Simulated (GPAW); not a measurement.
# Geometry or basis: what sets the conductance of a Pb chain with a Si atom on top of one atom, part 2 of 3

How well does a Pb chain with a Si atom on top of one atom conduct once its atoms have relaxed, and how much do cheaper levels lose?

GPAW 26.7.0; GPAW LCAO, PAW setups; relaxation of the junction within the symmetry of its start, lead ends held (the session's first sound run).

So far, transmission at the Fermi level (one spin): step 3 (double-zeta polarised basis) 0.988.

### Step 4. GPAW, szp: basis = "szp(dzp)"

The second zeta is dropped, the polarisation orbitals stay.

Contents of run.py:

```python
import json
import numpy as np
from ase import Atoms
from ase.transport.calculators import TransportCalculator
from gpaw import GPAW, FermiDirac
from gpaw.lcao.tools import get_lcao_hamiltonian
from scipy.linalg import eigh

# The junction with lead layers at both ends, along the third cell vector
device = Atoms(
    ['Pb', 'Pb', 'Pb', 'Pb', 'Pb', 'Pb', 'Pb', 'Si', 'Pb', 'Pb', 'Pb', 'Pb', 'Pb', 'Pb'],
    positions=[
        [4.50000, 4.50000, 1.45000],
        [4.50000, 4.50000, 4.35000],
        [4.50000, 4.50000, 7.25000],
        [4.50000, 4.50000, 10.15000],
        [4.50000, 4.50000, 13.05000],
        [5.25682, 4.50000, 16.37677],
        [3.35752, 4.50000, 18.85000],
        [6.24843, 4.50000, 18.85000],
        [5.25682, 4.50000, 21.32323],
        [4.50000, 4.50000, 24.65000],
        [4.50000, 4.50000, 27.55000],
        [4.50000, 4.50000, 30.45000],
        [4.50000, 4.50000, 33.35000],
        [4.50000, 4.50000, 36.25000]],
    cell=[[9.0, 0.0, 0.0], [0.0, 9.0, 0.0], [0.0, 0.0, 37.7]],
    pbc=True)

# One principal layer of the lead: the first 3 atoms of the device
lead = Atoms(
    ['Pb', 'Pb', 'Pb'],
    positions=[
        [4.50000, 4.50000, 1.45000],
        [4.50000, 4.50000, 4.35000],
        [4.50000, 4.50000, 7.25000]],
    cell=[[9.0, 0.0, 0.0], [0.0, 9.0, 0.0], [0.0, 0.0, 8.7]],
    pbc=True)

settings = dict(mode='lcao', basis='szp(dzp)', xc='PBE', h=0.2,
                occupations=FermiDirac(0.1), maxiter=250,
                mixer=dict(beta=0.1, nmaxold=8, weight=100.0),
                convergence=dict(density=0.0001))
energies = np.arange(-2, 2 + 1e-9, 0.025)
eta = 0.0001
n1, n2 = 1, 1
# k and -k transmit alike, so half of the mesh across the current serves
mesh = [(i, j) for i in range(n1) for j in range(n2) if (i, j) <= (-i % n1, -j % n2)]
weights = np.array([1 if (i, j) == (-i % n1, -j % n2) else 2 for i, j in mesh]) / (n1 * n2)


def ground_state(atoms, size, txt):
    atoms.calc = GPAW(kpts={'size': size, 'gamma': True}, symmetry={'tolerance': 1e-3}, txt=txt, **settings)
    atoms.get_potential_energy()
    return atoms.calc.get_fermi_level()


def blocks(atoms, fermi, points, nz, cells):
    """H - E_F S and S between cell 0 and the cells above it, at each point across the current."""
    kz = np.arange(nz) / nz
    calc = atoms.calc.fixed_density(kpts=[(*k, z) for k in points for z in kz], symmetry='off', txt=None)
    H, S = get_lcao_hamiltonian(calc)
    H = (H - fermi * S).reshape(len(H), len(points), nz, *S.shape[1:])
    S = S.reshape(H.shape[1:])
    phases = [np.exp(-2j * np.pi * kz * R) / nz for R in cells]
    return [(np.einsum('skzij,z->ksij', H, p), np.einsum('kzij,z->kij', S, p)) for p in phases]


def pair(a, b):
    return np.block([[a, b], [b.T.conj(), a]])


def count_channels(h, s, cells, nk=240):
    """Half the number of times that the lead's bands cross each energy, unfolded to its shortest repeat."""
    b = len(h) // cells
    bands = []
    for k in (np.arange(nk + 1) + 0.5) / nk:
        hk, sk = h[:b, :b].copy(), s[:b, :b].copy()
        for R in range(1, cells):
            phase, block = np.exp(2j * np.pi * k * R), slice(R * b, (R + 1) * b)
            hk += h[:b, block] * phase + (h[:b, block] * phase).T.conj()
            sk += s[:b, block] * phase + (s[:b, block] * phase).T.conj()
        w, u = eigh(sk)
        x = u[:, w > 1e-5] / w[w > 1e-5]**0.5  # drop near-dependent combinations
        bands.append(np.r_[eigh(x.T.conj() @ hk @ x, eigvals_only=True), [1e9] * (w <= 1e-5).sum()])
    below = np.array(bands)[:, :, None] < energies
    return (below[1:] != below[:-1]).sum((0, 1)) / 2


fermi_lead = ground_state(lead, (1, 1, 13), 'lead.txt')
fermi_device = ground_state(device, (1, 1, 2), 'device.txt')
T, channels, eigen, tail, misfit, shifts = [], [], [], 0.0, 0.0, []
for first in range(0, len(mesh), 566):
    points = [(i / n1, j / n2) for i, j in mesh[first:first + 566]]
    (H0k, S0k), (H1k, S1k), (H2k, _) = blocks(lead, fermi_lead, points, 5, range(3))
    [(Hk, Sk)] = blocks(device, fermi_device, points, 2, [0])
    tail = max(tail, abs(H2k).max())
    for H0, S0, H1, S1, H, S in zip(H0k, S0k, H1k, S1k, Hk, Sk):
        n = len(S0)
        # Shift the lead onto the potential of the device's first layer
        shift = ((H[:, 0, 0] - H0[:, 0, 0]) / S0[0, 0]).real.mean()
        shifts.append(shift)
        misfit = max(misfit, abs(H[:, :n, :n] - H0 - shift * S0).max())
        Tk, Ck, Ek = [], [], []
        for s in range(len(H)):
            t = s % len(H0)  # a lead without moments serves both spins
            h1, s1 = pair(H0[t] + shift * S0, H1[t] + shift * S1), pair(S0, S1)
            leads = dict(h1=h1, s1=s1, energies=energies, eta=eta, eta1=eta, eta2=eta)
            calc = TransportCalculator(h=H[s], s=S, eigenchannels=3, **leads)
            Tk.append(calc.get_transmission())
            Ek.append(np.sort(calc.eigenchannels_ne, axis=0)[::-1])
            Ck.append(count_channels(h1, s1, 6))
        T.append(Tk)
        channels.append(Ck)
        eigen.append(Ek)
T, channels = np.array(T), np.array(channels)
mean, open_channels = np.einsum('kse,k->se', T, weights), np.einsum('kse,k->se', channels, weights)

print(f'basis functions: device {len(S)}, principal layer {n}')
print(f'Fermi level: lead {fermi_lead:.4f} eV, device {fermi_device:.4f} eV; lead shifted by {np.mean(shifts):.4f} eV')
print(f'largest coupling past the next layer {tail:.2e} eV, largest misfit of the first layer {misfit:.3f} eV')
print('  E-E_F (eV)   ' + 'T (one spin)  channels')
for e, t, c in zip(energies, mean.T, open_channels.T):
    print(f'{e:10.3f}  ', *[f'{x:11.4e}' for x in t], *[f'{x:9.4f}' for x in c])

kT = 8.617333e-5 * 300
fine = np.linspace(energies[0], energies[-1], 4001)
both = np.exp(np.interp(fine, energies, np.log(np.maximum(mean.sum(0) * 2 / len(mean), 1e-30))))
fermi = lambda mu: 1 / (1 + np.exp(np.clip((fine - mu) / kT, -200, 200)))
slope = fermi(0) * (1 - fermi(0)) / kT
G = np.trapezoid(both * slope, fine) / 2
seebeck = -np.trapezoid(both * slope * fine, fine) / (2 * G * 300) * 1e6
print(f'conductance at 300 K: {G:.5g} G0 a cell; thermopower {seebeck:.4g} uV/K')
bias = [0.1, 0.2, 0.5, 1.0, 1.5, 2.0]
current = [38.74 * np.trapezoid(both * (fermi(V / 2) - fermi(-V / 2)), fine) for V in bias]
for V, I in zip(bias, current):
    print(f'current from the zero-bias T(E) at {V} V: {I:.5g} uA')
zero = abs(energies).argmin()
json.dump(dict(energies=energies.tolist(), T=mean.tolist(), channels=open_channels.tolist(), G=G, seebeck=seebeck,
               bias=bias, current=current, tail=tail, misfit=misfit, shift=np.mean(shifts), n_device=len(S), n_lead=n,
               fermi=[fermi_lead, fermi_device], energy=device.get_potential_energy(),
               moments=device.get_magnetic_moments().tolist(), mesh=mesh, weights=weights.tolist(),
               T_k=T[:, :, zero].tolist(), eigen=np.array(eigen[0]).tolist()), open('result.json', 'w'))
```

The run is started by

```sh
$ OMP_NUM_THREADS=1 OPENBLAS_NUM_THREADS=1 python run.py
```

Run time: 46 s. Hardware: 1 thread of Arm Neoverse V2, shared host; peak memory 1.2 GiB.

This step gave:

```
conductance                                    : 0.9876 G₀
thermopower                                    : -6.915 μV/K
largest coupling past the next principal layer : 2.75e-8 eV
largest misfit of the first principal layer    : 0.05697 eV
shift that aligns the lead                     : 0.01489 eV
basis functions of the junction                : 191
basis functions of a principal layer           : 42
transmission at the Fermi level (one spin)     : 0.9874
```

One spin. Transmission, zone mean against energy, zero at the Fermi level:

```
energy (eV)  transmission, zone mean
     -2.000                    0.853
     -1.900                    0.935
     -1.800                    0.981
     -1.700                    0.998
     -1.675                    0.999
     -1.600                    0.996
     -1.500                    0.983
     -1.400                    0.970
     -1.300                    0.970
     -1.200                    0.995
     -1.100                    0.621
     -1.000                   0.0689
     -0.900                    0.454
     -0.800                    0.476
     -0.700                    0.474
     -0.600                    0.508
     -0.500                    0.544
     -0.400                    0.602
     -0.300                    0.690
     -0.200                    0.794
     -0.100                    0.895
      0.000                    0.987
      0.100                     1.08
      0.200                     1.20
      0.300                     1.35
      0.400                     1.53
      0.500                     1.61
      0.600                     1.49
      0.700                     1.30
      0.800                     1.16
      0.900                     1.09
      1.000                     1.09
      1.100                     1.16
      1.200                     1.29
      1.300                     1.57
      1.400                     1.53
      1.475                     1.58
      1.500                     1.57
      1.600                     1.46
      1.700                     1.33
      1.800                     1.26
      1.900                     1.26
      2.000                     1.35
```

Not self-consistent under bias; the bias window is split evenly. Current through one cell, from the zero-bias transmission against bias:

```
bias (V)  current through one cell, from the zero-bias transmission (μA)
   0.100                                                            7.65
   0.200                                                            15.3
   0.500                                                            38.5
   1.000                                                            79.1
   1.500                                                             116
   2.000                                                             146
```

The transmission of the three most open eigenchannels by energy, zero at the Fermi level:

```
energy (eV)  channel 1  channel 2  channel 3
     -2.000      0.853          0          0
     -1.900      0.935          0          0
     -1.800      0.981          0          0
     -1.700      0.998          0          0
     -1.600      0.996          0          0
     -1.500      0.983          0          0
     -1.400      0.970          0          0
     -1.300      0.970          0          0
     -1.200      0.995          0          0
     -1.100      0.621          0          0
     -1.000     0.0689          0          0
     -0.900      0.454          0          0
     -0.800      0.476          0          0
     -0.700      0.474    2.7e-10    1.1e-10
     -0.600      0.472     0.0198     0.0157
     -0.500      0.478     0.0352     0.0306
     -0.400      0.483     0.0737     0.0453
     -0.300      0.492      0.136     0.0629
     -0.200      0.503      0.212     0.0787
     -0.100      0.513      0.293     0.0890
      0.000      0.520      0.374     0.0935
      0.100      0.522      0.466     0.0938
      0.200      0.585      0.521     0.0922
      0.300      0.746      0.519     0.0905
      0.400      0.922      0.517     0.0901
      0.500      0.996      0.517     0.0920
      0.600      0.874      0.520     0.0970
      0.700      0.665      0.527      0.106
      0.800      0.541      0.495      0.121
      0.900      0.563      0.385      0.142
      1.000      0.601      0.321      0.171
      1.100      0.662      0.287      0.208
      1.200      0.758      0.278      0.249
      1.300      0.886      0.399      0.290
      1.400      0.989      0.324      0.221
      1.500      0.964      0.351      0.255
      1.600      0.802      0.373      0.288
      1.700      0.604      0.392      0.336
      1.800      0.443      0.408      0.406
      1.900      0.511      0.423      0.329
      2.000      0.662      0.437      0.251
```

The conductance equals that of the dzp run to 0.2 %.

### Step 5. Minimal basis

One function for each valence shell of the setup, as for a first survey of a large system.

Changes to run.py since step 4:

```diff
@@ -39,3 +39,3 @@
 
-settings = dict(mode='lcao', basis='szp(dzp)', xc='PBE', h=0.2,
+settings = dict(mode='lcao', basis='sz(dzp)', xc='PBE', h=0.2,
                 occupations=FermiDirac(0.1), maxiter=250,
```

Wall time 27 s (1 thread); peak memory 1.1 GiB.

Numbers from this step:

* conductance: 0.9749 G₀
* thermopower: -7.373 μV/K
* largest coupling past the next principal layer: 2.77e-8 eV
* largest misfit of the first principal layer: 0.06722 eV
* shift that aligns the lead: 0.02071 eV
* basis functions of the junction: 121
* basis functions of a principal layer: 27
* transmission at the Fermi level (one spin): 0.9744

One spin. Table of transmission, zone mean by energy, zero at the Fermi level:

```
energy (eV)  transmission, zone mean
     -2.000                    0.937
     -1.900                    0.983
     -1.800                    0.999
     -1.775                    0.999
     -1.700                    0.993
     -1.600                    0.976
     -1.500                    0.953
     -1.400                    0.934
     -1.300                    0.930
     -1.200                    0.968
     -1.100                    0.773
     -1.025                    0.969
     -1.000                    0.394
     -0.900                    0.435
     -0.800                    0.462
     -0.700                    0.459
     -0.600                    0.506
     -0.500                    0.543
     -0.400                    0.602
     -0.300                    0.685
     -0.200                    0.781
     -0.100                    0.878
      0.000                    0.974
      0.100                     1.07
      0.200                     1.19
      0.300                     1.34
      0.400                     1.50
      0.500                     1.58
      0.600                     1.49
      0.700                     1.31
      0.800                     1.15
      0.900                     1.06
      1.000                     1.03
      1.100                     1.06
      1.200                     1.16
      1.250                     1.29
      1.300                     1.20
      1.400                     1.45
      1.500                     1.62
      1.550                     1.65
      1.600                     1.64
      1.700                     1.53
      1.800                     1.41
      1.900                     1.38
      2.000                     1.45
```

The conductance, 0.975 G₀, lies 1.5 % below that of the dzp run.

### Step 6. LDA in the dzp basis: xc = "LDA"

Back in the dzp basis, the functional changes from PBE to LDA, to set the spread between functionals beside that between bases.

Changes to run.py since step 5:

```diff
@@ -39,3 +39,3 @@
 
-settings = dict(mode='lcao', basis='sz(dzp)', xc='PBE', h=0.2,
+settings = dict(mode='lcao', basis='dzp', xc='LDA', h=0.2,
                 occupations=FermiDirac(0.1), maxiter=250,
```

The job ended after 48 s (1 thread; peak memory 1.2 GiB).

This step gave:

```
conductance                                    : 1.022 G₀
thermopower                                    : -7.898 μV/K
largest coupling past the next principal layer : 2.83e-8 eV
largest misfit of the first principal layer    : 0.05302 eV
shift that aligns the lead                     : 0.01315 eV
basis functions of the junction                : 312
basis functions of a principal layer           : 69
transmission at the Fermi level (one spin)     : 1.024
```

The conductance, 1.02 G₀, lies 3.3 % above that of the dzp run.

### Step 7. The structure as built: geometry = "as built"

The dzp basis with PBE on the structure as first built shows what the relaxation was worth.

Changes to run.py since step 6:

```diff
@@ -17,6 +17,6 @@
         [4.50000, 4.50000, 13.05000],
-        [5.25682, 4.50000, 16.37677],
-        [3.35752, 4.50000, 18.85000],
-        [6.24843, 4.50000, 18.85000],
-        [5.25682, 4.50000, 21.32323],
+        [4.50000, 4.50000, 15.95000],
+        [4.50000, 4.50000, 18.85000],
+        [6.91130, 4.50000, 18.85000],
+        [4.50000, 4.50000, 21.75000],
         [4.50000, 4.50000, 24.65000],
@@ -39,3 +39,3 @@
 
-settings = dict(mode='lcao', basis='dzp', xc='LDA', h=0.2,
+settings = dict(mode='lcao', basis='dzp', xc='PBE', h=0.2,
                 occupations=FermiDirac(0.1), maxiter=250,
```

The job ended after 59 s (1 thread; peak memory 1.2 GiB).

Numbers from this step:

```
conductance                                    : 2.463 G₀
largest coupling past the next principal layer : 2.76e-8 eV
largest misfit of the first principal layer    : 0.01464 eV
shift that aligns the lead                     : -0.002297 eV
transmission at the Fermi level (one spin)     : 2.476
```

The conductance, 2.46 G₀, lies 149 % above that of the dzp run.

### Step 8. Cost and result by level

Times are for 1 thread of Arm Neoverse V2, shared host. The series side by side:

```
no.      run  conductance (G₀)  time  memory (GiB)
  1      dzp            0.9893  60 s           1.2
  2      szp            0.9876  46 s           1.2
  3       sz            0.9749  27 s           1.1
  4  dzp LDA             1.022  48 s           1.2
  5  asbuilt             2.463  59 s           1.2
```

### Step 9. Comparison

The curves are compared point by point over the common energies.

This step: comparison of transmission and cost over codes, levels and geometry (GPAW 26.7.0).

Ladder, by row:

```
   step  code  T at the Fermi level (sum over the listed spins)  conductance (G0)  r.m.s. T(E) from the first  wall time (s)  peak memory (GiB)  threads
    dzp  GPAW                                            0.9876            0.9893                           0          60.17               1.25        1
    szp  GPAW                                            0.9874            0.9876                      0.0873          46.01               1.22        1
     sz  GPAW                                            0.9744            0.9749                      0.1296          27.44               1.13        1
dzp-LDA  GPAW                                             1.024             1.022                     0.09481          47.69               1.25        1
asbuilt  GPAW                                             2.476             2.463                      0.8248          58.74               1.22        1
```

Transmission, zone mean, sum over the listed spins against energy, zero at the Fermi level:

```
energy (eV)    dzp     szp     sz  dzp-LDA  asbuilt
     -2.000  0.827   0.853  0.937    0.803    0.925
     -1.800  0.968   0.981  0.999    0.956    0.941
     -1.625  0.999   0.998  0.981    0.998    0.948
     -1.600  0.999   0.996  0.976    0.999    0.949
     -1.400  0.986   0.970  0.934    0.987    0.952
     -1.200  0.985   0.995  0.968    0.998    0.953
     -1.000  0.200  0.0689  0.394    0.118    0.955
     -0.950  0.967   0.524  0.398   0.0198    0.958
     -0.800  0.494   0.476  0.462    0.486    0.964
     -0.600  0.515   0.508  0.506    0.522     1.91
     -0.400  0.609   0.602  0.602    0.622     2.31
     -0.200  0.795   0.794  0.781    0.821     2.46
      0.000  0.988   0.987  0.974     1.02     2.48
      0.200   1.20    1.20   1.19     1.25     2.37
      0.400   1.53    1.53   1.50     1.57     2.23
      0.475   1.60    1.60   1.57     1.62     2.18
      0.500   1.60    1.61   1.58     1.62     2.17
      0.600   1.48    1.49   1.49     1.49     2.10
      0.800   1.16    1.16   1.15     1.15     1.94
      1.000   1.12    1.09   1.03     1.13     1.79
      1.200   1.33    1.29   1.16     1.36     1.67
      1.250   1.52    1.38   1.29     1.64     1.64
      1.400   1.58    1.53   1.45     1.56     1.61
      1.475   1.64    1.58   1.59     1.58     1.60
      1.550   1.58    1.53   1.65     1.55     1.61
      1.600   1.52    1.46   1.64     1.50     1.62
      1.800   1.35    1.26   1.41     1.33     1.71
      2.000   1.46    1.35   1.45     1.44     1.80
```

(Continued in part 3 of 3.)

[Logs are printed without paths, hosts, clocks, repeated set-up lines and the standing remarks that a program may print on its own settings, such as how far it seeks lower states.]

[Hosts, paths, dates, database ids (printed as entryN), source tags and the programs' standing remarks are cut or masked in the printed files.]
